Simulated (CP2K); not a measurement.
Consider mercaptoacetonitrile at its PBE geometry (Å).

```xyz
7

N     2.0394   -1.0852    0.0811
C     1.1315   -0.3570    0.0388
C    -0.0141    0.5404    0.0072
S    -1.5159   -0.2212   -0.7200
H     0.2124    1.4061   -0.6301
H    -0.2215    0.9169    1.0178
H    -1.6318   -1.2000    0.2052
```

Method: CP2K XAS_TDP, all-electron GAPW, PBEh(45%), aug-cc-pVDZ, TDA, no relativity.

Predict the bright core excitations at the N K edge.

Leading lines: N1 395.53 eV. The leading line of an atom is its first one with 35 % of the strongest within 2.5 eV of its lowest line over the strength cut. 

The first six lines of each atom with a strength over 0.0015:

```
            atom  energy (eV)  states  strength, one atom
N1 (bonded to C)       395.53       1              0.0529
                       395.77       1              0.0545
                       400.53       1              0.0032
                       401.56       1              0.0017
                       401.84       1              0.0066
                       401.92       1              0.0018
```

Lines are vertical, at one geometry, with no vibrational structure. Without a correction of the core level, line positions, and the gaps between valence and Rydberg lines, follow the share of exact exchange. At this level such K lines come out 3 to 6 eV under measured ones. These values hold no scalar relativity, about 0.2 eV for N 1s. Rydberg lines, and the discretised continuum above threshold, depend on the basis and the box.

[Banner, clock and machine lines of the logs are left out without a mark of their own.]

[Logs are printed without paths, hosts, clocks, repeated set-up lines and the standing remarks that a program may print on its own settings, such as how far it seeks lower states.]

[Hosts, paths, dates, database ids (printed as entryN), source tags and the programs' standing remarks are cut or masked in the printed files.]
